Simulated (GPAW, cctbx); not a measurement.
## Reading charge transfer from structure factors

CuPb2S2Br2, I4/mmm (no. 139), a = 4.8522 Å, b = 4.8522 Å, c = 15.7324 Å, α = 90.00°, β = 90.00°, γ = 90.00°.

| atom | mult. | x | y | z |
| --- | --- | --- | --- | --- |
| Pb1 | 4 | 1/2 | 1/2 | 0.1217 |
| Br1 | 4 | 1/2 | 0 | 1/4 |
| Cu1 | 2 | 0 | 0 | 0 |
| S1 | 4 | 1/2 | 0 | 0 |

The start was made by putting kin elements into a known structure type; the compound need not exist, or be stable, in this form.

Absolute values of the static structure factors of the conventional cell from DFT (PBE, GPAW) against free spherical atoms, in electrons:

| hkl | d (Å) | free atoms | crystal |
| --- | --- | --- | --- |
| 002 | 7.866 | 5.28 | 5.39 |
| 101 | 4.637 | 168.50 | 168.57 |
| 004 | 3.933 | 70.40 | 68.78 |
| 103 | 3.562 | 248.16 | 247.72 |
| 110 | 3.431 | 174.45 | 172.66 |
| 112 | 3.145 | 131.34 | 130.89 |
| 105 | 2.640 | 266.09 | 265.86 |
| 006 | 2.622 | 54.49 | 54.85 |
| 114 | 2.586 | 389.41 | 390.09 |
| 200 | 2.426 | 476.21 | 476.42 |

**Question.** Which way does charge move, and which reflections show it best?

Project each element's phase sum on the total phase. |F| rises if density moves to atoms that scatter in phase and falls if it moves to atoms that scatter against it; the rule is for low angles, since changes of shape take over beyond. Where all elements are in phase the terms compete, and the compactness of the donor's and the acceptor's density matters too.

| hkl | Pb in phase | Br in phase | Cu in phase | S in phase | change (e) | (%) |
| --- | --- | --- | --- | --- | --- | --- |
| 002 | -0.2 | +4.0 | -2.0 | -4.0 | +0.11 | +2.1 |
| 101 | +2.9 | 0.0 | -2.0 | 0.0 | +0.07 | 0.0 |
| 004 | +4.0 | -4.0 | -2.0 | -4.0 | -1.62 | -2.3 |
| 103 | +2.6 | 0.0 | +2.0 | 0.0 | -0.44 | -0.2 |
| 110 | +4.0 | -4.0 | +2.0 | -4.0 | -1.79 | -1.0 |
| 112 | +0.2 | +4.0 | +2.0 | -4.0 | -0.46 | -0.3 |
| 105 | +3.1 | 0.0 | +2.0 | 0.0 | -0.23 | -0.1 |
| 006 | +0.5 | +4.0 | -2.0 | -4.0 | +0.36 | +0.7 |

Low-angle reflections that set elements apart and change by more than 0.05 e: 002, 101, 004, 103, 110, 112, 105 and 006. The signs fit a gain of density on Br and S and a loss on Pb and Cu, apart from 101 and 006. The best witness is 004, -2.3 %, where S enters with -4.0. The real-space density agrees: Voronoi charges Pb +0.39, Br -0.21, Cu +0.28, S -0.32 e. The shortest bond, Cu–S, has Δρ = +0.05 e/Å³ at its midpoint. Limits: no Hubbard U on Cu.
